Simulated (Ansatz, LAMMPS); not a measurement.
# Relaxing a frame of liquid mixture of formic acid and H2O from 300 K (126 atoms), part 3 of 3

How does a frame of liquid mixture of formic acid and H2O from 300 K (126 atoms) relax, and what do bonds, charges and levels look like afterwards?

Ansatz 0.2.0; Kohn-Sham DFT, RPBE+D3(BJ), PAW (set soft_2), plane waves.

The cell: 49 O, 21 C and 56 H. The network of contacts between molecules at the start is that of the classical potential that made the cell. The density was typed from a rule of thumb and may lie off the real one at this temperature. Sampling is at Γ alone, for a cell whose shortest periodic width is 12 Å.

So far, density (g/cm³): step 5 (local order after relaxation) 1.19.

## (6) Single point at the relaxed geometry

One more single point at the end of the walk gives the fuller output and checks the residual forces.

Input file input.yaml:

```yaml
crystal:
  lattice:
    - [11.50955, 0.0, 0.0]
    - [0.0, 11.50955, 0.0]
    - [0.0, 0.0, 11.50955]
  atoms:
    - { symbol: O, position: [0.47245, 0.40451, 0.96126] }
    - { symbol: C, position: [0.54417, 0.31608, 0.94364] }
    - { symbol: O, position: [0.55675, 0.25977, 0.85408] }
    - { symbol: H, position: [0.42793, 0.42594, 0.88835] }
    - { symbol: H, position: [0.5941, 0.29651, 0.02335] }
    - { symbol: O, position: [0.76796, 0.81253, 0.73442] }
    - { symbol: C, position: [0.83049, 0.76399, 0.81761] }
    - { symbol: O, position: [0.82127, 0.66273, 0.85183] }
    - { symbol: H, position: [0.70554, 0.75641, 0.70505] }
    - { symbol: H, position: [0.89453, 0.82437, 0.85512] }
    - { symbol: O, position: [0.40075, 0.96185, 0.05863] }
    - { symbol: C, position: [0.38628, 0.95668, 0.94492] }
    - { symbol: O, position: [0.40817, 0.8725, 0.88245] }
    - { symbol: H, position: [0.4329, 0.88371, 0.08779] }
    - { symbol: H, position: [0.35156, 0.03838, 0.90848] }
    - { symbol: O, position: [0.90044, 0.39635, 0.93462] }
    - { symbol: C, position: [0.01093, 0.42239, 0.9551] }
    - { symbol: O, position: [0.0948, 0.39397, 0.89549] }
    - { symbol: H, position: [0.89228, 0.35167, 0.86028] }
    - { symbol: H, position: [0.01973, 0.47476, 0.03481] }
    - { symbol: O, position: [0.53145, 0.47037, 0.29893] }
    - { symbol: C, position: [0.44551, 0.44303, 0.37056] }
    - { symbol: O, position: [0.45329, 0.42928, 0.47621] }
    - { symbol: H, position: [0.60754, 0.48866, 0.34161] }
    - { symbol: H, position: [0.36278, 0.43412, 0.32303] }
    - { symbol: O, position: [0.17447, 0.2202, 0.14435] }
    - { symbol: C, position: [0.22996, 0.31953, 0.12935] }
    - { symbol: O, position: [0.20292, 0.41404, 0.17196] }
    - { symbol: H, position: [0.10057, 0.23175, 0.18975] }
    - { symbol: H, position: [0.30618, 0.30917, 0.07245] }
    - { symbol: O, position: [0.17799, 0.22266, 0.75786] }
    - { symbol: C, position: [0.18233, 0.24039, 0.6437] }
    [... 88 atom lines left out ...]
    - { symbol: O, position: [0.07808, 0.44001, 0.39209] }
    - { symbol: H, position: [0.11965, 0.43565, 0.31794] }
    - { symbol: H, position: [0.11433, 0.3841, 0.44541] }
    - { symbol: O, position: [0.72784, 0.55137, 0.37278] }
    - { symbol: H, position: [0.77864, 0.53898, 0.43981] }
    - { symbol: H, position: [0.71203, 0.63543, 0.37476] }
kpoints:
  mp_grid: { grid: [1, 1, 1] }
hamiltonian:
  xc: rpbe
  dispersion: d3bj
scf:
  occupations: { method: fermi_dirac, width: 0.025 }
output:
  forces: true
  stress: true
  populations: true
  dos:
    method: { smearing: { sigma: 0.15 } }
    de: 0.1
    projected: { site_lists: { C: [C], H: [H], O: [O] } }
  eigenvalues: true
  write_density: true
  write_potential: true
  volumetric_format: npy
  elf: true
```

The run is started by

```
> ansatz run input.yaml --threads 4 --pin off --max-ram 8192MiB --backend cpu --events-out ev --progress --plain --runs-dir out
```

Numbers of over 12 decimals in the logs are rounded to 6 here.

The program printed:

```text
[...]
Crystal: 126 atoms, lattice volume = 1524.667 Å³
Basis set: ecut = 420 eV, 29711 PW (Γ), exchange–correlation on 160×160×160 points (8 copies of the dense FFT grid, shifted against one another)
Bands: 343, of which v1, the nominal top of the filled ones, is band 217 counted from 1 (216 counted from 0)
Symmetry: 1 space group operations
[...]
k-points: 1
[...]
SCF iter   1: F=—  HF=-34094.367779 eV  |F-HF|=—  |Δ(HF+E_count)|=         —  Δρ=4.68e-3  dr2=2.70e-1  ethr=1.77e-3  ⟨swp⟩=6.0  Hψ=1507  notcnv=0  defer=27
[...]
SCF iter  10: F=-34094.279134 eV  HF=-34094.279134 eV  |F-HF|=1.89e-8  |Δ(HF+E_count)|=   1.86e-8  Δρ=1.41e-6  dr2=2.71e-8  ethr=2.30e-11  ⟨swp⟩=19.0  Hψ=3017  notcnv=0
SCF 1 converged in 10 iterations: F = -34094.279134 eV  dr2 = 2.71e-8
[...]
WARN: The input density's exchange-correlation potential varies sharply where the density is thin. Do not read a vacuum level from v_tot or v_xc, or from such a field of the output density. On a cell that repeats whose density bears no net charge and no dipole along the vacuum's axis use v_es (v_loc + v_h of the components); [...]
SCF converged after 10 iterations
Free energy (F): -34094.279134 eV
[...]
Internal energy: -34094.279134 eV  (E = F + TS)
E sigma→0 (E₀):  -34094.279134 eV
Fermi energy:    0.711404 eV
[...]
--- Forces (eV/Å), atoms counted from 1 ---
  atom   1  O     -0.00144997     0.00086456    -0.00118582
  atom   2  C     -0.00111482    -0.00075790    -0.00087436
  atom   3  O      0.00115226     0.00195599     0.00119958
  atom   4  H     -0.00026094    -0.00045438     0.00031821
  atom   5  H     -0.00108028    -0.00020298    -0.00106146
  atom   6  O     -0.00424271     0.00127533     0.00074599
  atom   7  C      0.00033489    -0.00215958    -0.00169712
  atom   8  O     -0.00118894     0.00338668     0.00248345
  atom   9  H      0.00640797     0.00184402    -0.00100460
  atom  10  H      0.00160516    -0.00139207    -0.00104835
  atom  11  O     -0.00579263    -0.00403480    -0.00607955
  atom  12  C      0.00217914     0.00227236     0.00109445
  atom  13  O     -0.00192762    -0.00173754     0.00056383
  atom  14  H      0.00289747    -0.00012826     0.00439192
[...]
atom 125  H     -0.02074022    -0.02141206    -0.03041339
  atom 126  H      0.00047601    -0.01171691    -0.00703878
  max |Σ_I F_I| component: 4.32e-5 eV/Å
--- Stress (GPa, compression-positive) ---
       -0.090466       0.103403       0.046951
        0.103403      -0.029580       0.076566
        0.046948       0.076566      -0.234423
  P = ⅓ Tr σ = -0.1182 GPa (-1.182 kbar)
--- Band table (eV) ---
[...]
--- Löwdin populations: 126 sites ---
  site symbol       q [e]
     0      O      6.4090
     1      C      3.5321
     2      O      6.4076
[...]
125      H      0.6054
  spilling = 0.013170 (of n_electrons = 434.000000)
```

It took 19 s on 4 threads of Arm Neoverse V2, shared host; peak memory 1.7 GiB; 72 s of CPU time.

The program notes that the exchange-correlation potential is rough where the density is thin.

Numbers from this run:

| Property | Result |
| --- | --- |
| free energy | -34094.2791 eV |
| free energy per atom | -270.5895 eV/atom |
| SCF cycles | 10 |
| pressure | -0.1182 GPa |
| r.m.s. force component | 0.00588 eV/Å |
| longest force | 0.05587 eV/Å |
| Fermi energy | 0.7114 eV |
| gap (highest filled to lowest empty level) | 4.583 eV |
| spilling of the projection | 0.01317 |

Löwdin charges by element and coordination (they lack the spilled electrons, 0.045 e an atom on average):

| element | coordination | atoms | mean charge (e) | spread | least | most |
| --- | --- | --- | --- | --- | --- | --- |
| C | all | 21 | 0.469 | 0.0061 | 0.459 | 0.482 |
| H | all | 56 | 0.317 | 0.0984 | 0.169 | 0.416 |
| O | all | 49 | -0.447 | 0.0938 | -0.692 | -0.383 |
| O | 1 | 21 | -0.412 | 0.0113 | -0.435 | -0.391 |
| O | 2 | 28 | -0.472 | 0.117 | -0.692 | -0.383 |

States in the cell by windows of 1 eV, zero at the Fermi level; the larger projections on atomic orbitals stand beside the total:

| from (eV) | to (eV) | total | O p | C p | H s | O s |
| --- | --- | --- | --- | --- | --- | --- |
| -14 | -13 | 0.0 | 0.0 | 0.0 | 0.0 | 0.0 |
| -13 | -12 | 28.1 | 12.0 | 3.2 | 5.5 | 1.8 |
| -12 | -11 | 13.9 | 5.9 | 1.9 | 2.6 | 1.0 |
| -11 | -10 | 0.4 | 0.3 | 0.0 | 0.1 | 0.0 |
| -10 | -9 | 19.6 | 10.7 | 2.8 | 4.1 | 1.1 |
| -9 | -8 | 49.7 | 24.1 | 12.5 | 7.7 | 3.6 |
| -8 | -7 | 36.6 | 23.3 | 6.5 | 1.0 | 4.9 |
| -7 | -6 | 42.9 | 27.2 | 12.7 | 1.2 | 1.2 |
| -6 | -5 | 27.8 | 20.1 | 1.4 | 3.0 | 2.5 |
| -5 | -4 | 27.8 | 24.0 | 0.7 | 1.3 | 1.4 |
| -4 | -3 | 55.5 | 53.5 | 0.5 | 0.9 | 0.1 |
| -3 | -2 | 33.5 | 29.9 | 0.4 | 2.6 | 0.1 |
| -2 | 2 | 0.0 | 0.0 | 0.0 | 0.0 | 0.0 |
| 2 | 3 | 35.4 | 13.1 | 20.2 | 0.3 | 0.1 |
| 3 | 4 | 8.6 | 2.6 | 3.9 | 0.8 | 0.2 |
| 4 | 5 | 12.4 | 0.6 | 0.9 | 4.7 | 1.0 |

Between -25 and -14 eV lie 98 more states.

The levels nearest the highest filled one (over half full), pooled over k-points and spins:

| level less the highest filled one (eV) | occupation |
| --- | --- |
| -0.297 | 2 |
| -0.257 | 2 |
| -0.232 | 2 |
| -0.158 | 2 |
| -0.0339 | 2 |
| 0 | 2 |
| 4.58 | 0 |
| 4.71 | 0 |
| 4.73 | 0 |
| 4.79 | 0 |
| 4.81 | 0 |
| 4.87 | 0 |

ELF in the ac plane at fractional y = 0.025, with atoms of H and C and O within 0.2 Å of it. It is the smooth field of the valence electrons, not physical close to the nuclei.

Ten even steps from '0' (0.00 × 1e-1) to '9' (9.97 × 1e-1), each cell a mean:
```
54567610036654210014676410000013
43699940289998510014677740000014
55899940189997410002347742100003
23578610036652000000012467752001
00111000000000000000003788886100
00000000002333210000004777887300
00000000026776542344104998765300
00000000048856755678611687421100
00000000037756747757850022000000
00000000015776536768861000000000
00000000000122114788740001110000
00000024531000001344200036641000
51000157887300000000000368741036
93000367678510000111000378731599
95001467567510025665300256535999
83001355665200158888620012346899
20001222121000158888740000134443
00000111000000036777510000122100
00000010000000012332000000001100
00000000000000000001453100000000
00000000002565410017997322100000
00000000025788751027996555310000
23210000013678761003651365310001
56542100001234430002565432100012
```
Columns run along a (11.5 Å), rows up along c (11.5 Å). Atoms in or near the plane, at fractional coordinates: H at (0.35, 0.91), C at (0.70, 0.05), H at (0.72, 0.89), O at (0.26, 0.41), O at (0.57, 0.62), O at (0.38, 0.66), C at (0.04, 0.95), H at (0.96, 0.38), H at (0.75, 0.71).

Electrostatic potential energy in the ac plane at fractional y = 0.025, with atoms of H and C and O within 0.2 Å of it. With pseudopotentials it is smooth inside the atoms' cores, unlike the true potential.

Values in eV, 13 rows by 16 columns, each cell a mean:
```
-36 -22   0   4   3  -8  -7   1   4   4  -5 -10   1   4   4  -3
 -9  -5  -1   3   3 -10  -3   3   5   5   2 -16  -3   4   5   2
  4   4   5   5   5   4   4   4   4   5   4   0 -26  -8   6   5
  5   5   5   5   5  -2 -11  -2   1   4   4  -9 -25   0   6   5
  5   5   5   5   4 -16 -34 -23 -23 -29  -1   2   1   4   5   5
  5   5   5   5   5   4   2   0  -8 -17   2   5   5   5   5   5
  4   5   5   4   1   5   5   4   4   5   5   6   5   5   4   4
  2   4   3 -15 -36  -4   4   4   4   4   5   5   4   0  -2 -14
  2   4   3  -3  -9   2   4   3 -15 -15   5   5   4  -1  -7  -9
  5   5   4   4   4   4   4   4  -4  -4   5   5   4   4   3   4
  6   5   5   5   5   5   5   5   5   4   2   3   4   5   6   6
  5   5   5   5   5   5   3   5   4   2 -11 -19  -2   4   5   5
 -3   0   4   5   4   3  -3   3   4   3 -17 -33  -7   4   4   3
```
Columns run along a (11.5 Å; values clipped at the 3rd and 97th percentile), rows up along c (11.5 Å). Atoms in or near the plane, at fractional coordinates: H at (0.35, 0.91), C at (0.70, 0.05), H at (0.72, 0.89), O at (0.26, 0.41), O at (0.57, 0.62), O at (0.38, 0.66), C at (0.04, 0.95), H at (0.96, 0.38), H at (0.75, 0.71).

Mean Löwdin charges: C +0.47, H +0.32, O -0.45 e (they miss 1.3 % of the electrons, so they add up to more than the cell's charge). The largest share in the top eV of filled states is O p (91 % of the projected weight), and in the lowest eV of empty states C p (60 % of the projected weight).

The surroundings of H99, picked at random, nearest first, numbered as they follow in the input and with coordinates relative to it.

| atom | x | y | z | distance (Å) | bonds | Löwdin charge (e) |
| --- | --- | --- | --- | --- | --- | --- |
| H99 | 0.00 | 0.00 | 0.00 | 0.00 | 1 | 0.38 |
| O96 | 0.50 | -0.81 | 0.33 | 1.01 | 2 | -0.40 |
| O13 | -0.89 | 1.25 | -0.57 | 1.64 | 1 | -0.40 |
| C97 | 0.47 | -0.84 | 1.65 | 1.91 | 3 | 0.48 |
| H14 | -0.61 | 1.38 | 1.79 | 2.34 | 1 | 0.38 |
| O98 | 0.02 | 0.05 | 2.38 | 2.38 | 1 | -0.41 |
| C12 | -1.14 | 2.22 | 0.15 | 2.50 | 3 | 0.46 |
| H100 | 0.90 | -1.77 | 2.06 | 2.86 | 1 | 0.20 |
| O11 | -0.98 | 2.28 | 1.46 | 2.88 | 2 | -0.41 |
| O115 | -2.50 | -1.71 | 0.96 | 3.17 | 2 | -0.68 |
| H89 | -2.64 | -1.76 | -0.55 | 3.22 | 1 | 0.38 |
| O41 | 2.25 | 2.34 | 0.28 | 3.26 | 2 | -0.38 |

The column of bonds counts only the pairs H-O within 1.21 Å, H-C within 1.34 Å, O-C within 1.73 Å; other neighbours, such as metal atoms beside each other in a compound, aren't counted, and periodic images can show an atom twice.

## (7) Another setting: magnetization.spin_polarized = true

Changed here: magnetization.spin_polarized = true.

input.yaml, the sections that differ from step 6:

```yaml
crystal:
  lattice:
    - [11.50955, 0.0, 0.0]
    - [0.0, 11.50955, 0.0]
    - [0.0, 0.0, 11.50955]
  atoms:
    [... the 126 atom lines of step 3 ...]
output:
  forces: true
  stress: true
  populations: true
  dos:
    method: { smearing: { sigma: 0.15 } }
    de: 0.1
    projected: { site_lists: { C: [C], H: [H], O: [O] } }
  eigenvalues: true
magnetization:
  spin_polarized: true
# kpoints, hamiltonian, scf: as in step 6
```

The program printed:

```text
[...]
Crystal: 126 atoms, lattice volume = 1524.667 Å³
Basis set: ecut = 420 eV, 29711 PW (Γ), exchange–correlation on 160×160×160 points (8 copies of the dense FFT grid, shifted against one another)
Bands: 343, of which v1, the nominal top of the filled ones, is band 217 counted from 1 (216 counted from 0)
Symmetry: 1 space group operations
[...]
k-points: 1
[...]
SCF iter   1: F=—  HF=-34119.526278 eV  |F-HF|=—  |Δ(HF+E_count)|=         —  Δρ=5.01e-2 (↑5.01e-2 ↓5.01e-2)  dr2=1.14e2  dr2_m=0.00e0  M=0.000 μB ∫|m|=0.000 μB  β_m=0.30  ethr=3.10e-3  ⟨swp⟩=6.0  Hψ=1526  notcnv=0  defer=9
[...]
spin=Collinear: Resta preconditioning applied to the charge; magnetization (m = ρ↑ − ρ↓) channel mixes plain (no charge-response kernel on spin).
SCF iter   2: F=—  HF=-34096.317963 eV  |F-HF|=—  |Δ(HF+E_count)|=    2.32e1  Δρ=2.97e-2 (↑2.97e-2 ↓2.97e-2)  dr2=3.75e1  dr2_m=0.00e0  M=0.000 μB ∫|m|=0.000 μB  β_m=0.47  ethr=3.10e-3  ⟨swp⟩=2.0  Hψ=594  notcnv=0  defer=122
SCF iter   3: F=—  HF=-34086.697869 eV  |F-HF|=—  |Δ(HF+E_count)|=    9.62e0  Δρ=9.04e-3 (↑9.04e-3 ↓9.04e-3)  dr2=3.28e0  dr2_m=0.00e0  M=0.000 μB ∫|m|=0.000 μB  β_m=0.54  ethr=3.10e-3  ⟨swp⟩=4.0  Hψ=447  notcnv=0  defer=122
[...]
SCF iter  12: F=—  HF=-34086.160337 eV  |F-HF|=—  |Δ(HF+E_count)|=   3.56e-7  Δρ=2.85e-6 (↑2.85e-6 ↓2.85e-6)  dr2=4.33e-7  dr2_m=0.00e0  M=0.000 μB ∫|m|=0.000 μB  β_m=0.56  ethr=1.80e-10  ⟨swp⟩=2.0  Hψ=438  notcnv=0  defer=121
SCF iter  13: F=-34086.160337 eV  HF=-34086.160337 eV  |F-HF|=2.09e-8  |Δ(HF+E_count)|=   9.91e-8  Δρ=5.68e-7 (↑5.68e-7 ↓5.68e-7)  dr2=1.66e-8  dr2_m=0.00e0  M=0.000 μB ∫|m|=0.000 μB  ethr=2.30e-11  ⟨swp⟩=15.0  Hψ=2362  notcnv=0
SCF 1 converged in 13 iterations: F = -34086.160337 eV  dr2 = 1.66e-8
[...]
SCF converged after 13 iterations
Magnetization: 0.0000 μB (217.0000 up, 217.0000 down)
Absolute magnetization: 0.0000 μB (∫|ρ↑−ρ↓|)
[...]
Per-site moments (μB) at R_I (Å): [(0.0, 0.400565), (0.0, 0.427245), (0.0, 0.512454), (0.0, 0.400565), (0.0, 0.427245), (0.0, 0.423914), (0.0, 0.472185), (0.0, 0.508731), [...]
Free energy (F): -34086.160337 eV
[...]
Internal energy: -34086.160337 eV  (E = F + TS)
E sigma→0 (E₀):  -34086.160337 eV
Fermi energy:    0.814380 eV
[...]
Σ components = -34086.160337   (vs F -34086.160337, Δ=0.00e0)
--- Forces (eV/Å), atoms counted from 1 ---
  atom   1  O      1.79374932    -0.63014701     1.02093235
  atom   2  C     -3.64094249    -0.38742731    -3.15523246
  atom   3  O      0.46776345     0.48667981     1.99168202
  atom   4  H     -0.25181046     0.66127553    -0.80669942
[...]
atom 126  H     -0.34689680    -0.89333182    -0.25958567
  max |Σ_I F_I| component: 1.05e-5 eV/Å
--- Stress (GPa, compression-positive) ---
        1.238370       0.147378      -0.104925
        0.147378       0.336333       0.248172
       -0.104925       0.248172       0.480169
  P = ⅓ Tr σ = 0.6850 GPa (6.850 kbar)
--- Band table (eV) ---
[...]
--- Löwdin populations: 126 sites ---
  site symbol       q [e]    m [muB]
     0      O      6.4319     0.0000
     1      C      3.5512     0.0000
     2      O      6.3838     0.0000
[...]
125      H      0.6104     0.0000
  spilling = 0.013216 (of n_electrons = 434.000000)
```

Wall time 22 s (4 threads); peak memory 2 GiB.

The program notes that spin was on with no starting moments.

Geometry and reference: those of the single point at the start.

Forces differ from those of the single point at the start by 0.018 meV/Å r.m.s., 0.002 % of their size. It took 1.2 times the reference's time (shared host, so rough). The run ended on the unpolarised solution; from a start without moments that doesn't show that none is preferred.

## (8) What came out

- energy change in the relaxation: -64.44 meV/atom
- r.m.s. displacement: 0.775 Å
- largest displacement: 1.761 Å
- free energy per atom: -270.5895 eV/atom
- pressure: -0.1182 GPa
- r.m.s. force component: 0.00588 eV/Å
- gap (highest filled to lowest empty level): 4.583 eV
- wall time of the 4 DFT runs: 7 min

Relaxation lowers the energy by 64.4 meV/atom and moves atoms by 0.78 Å r.m.s.; the r.m.s. force component goes from 0.90 to 0.0059 eV/Å, the pressure goes from 0.68 to -0.12 GPa, and the gap from 3.66 to 4.58 eV. By the final cutoffs no bond was broken or made. First to last step the energy falls by 8.119 eV; the largest move, 1.76 Å, is that of O13. The H-O bonds go from 0.993 Å (spread 0.023) to 1.003 Å (spread 0.020). Counting bonds as in the table, all C atoms have 3, all H atoms have 1 and 57 % of O atoms have 2 bonded neighbours. Between filled and empty levels lie 4.58 eV (at Γ alone); a semilocal functional tends to put such gaps too low. In a disordered cell it changes from sample to sample and from frame to frame.

What to keep in mind: The network of contacts between molecules at the start is that of the classical potential that made the cell; in DFT atoms moved by 0.78 Å r.m.s.

[Logs are printed without paths, hosts, clocks, repeated set-up lines and the standing remarks that a program may print on its own settings, such as how far it seeks lower states.]

[Hosts, paths, dates, database ids (printed as entryN), source tags and the programs' standing remarks are cut or masked in the printed files.]
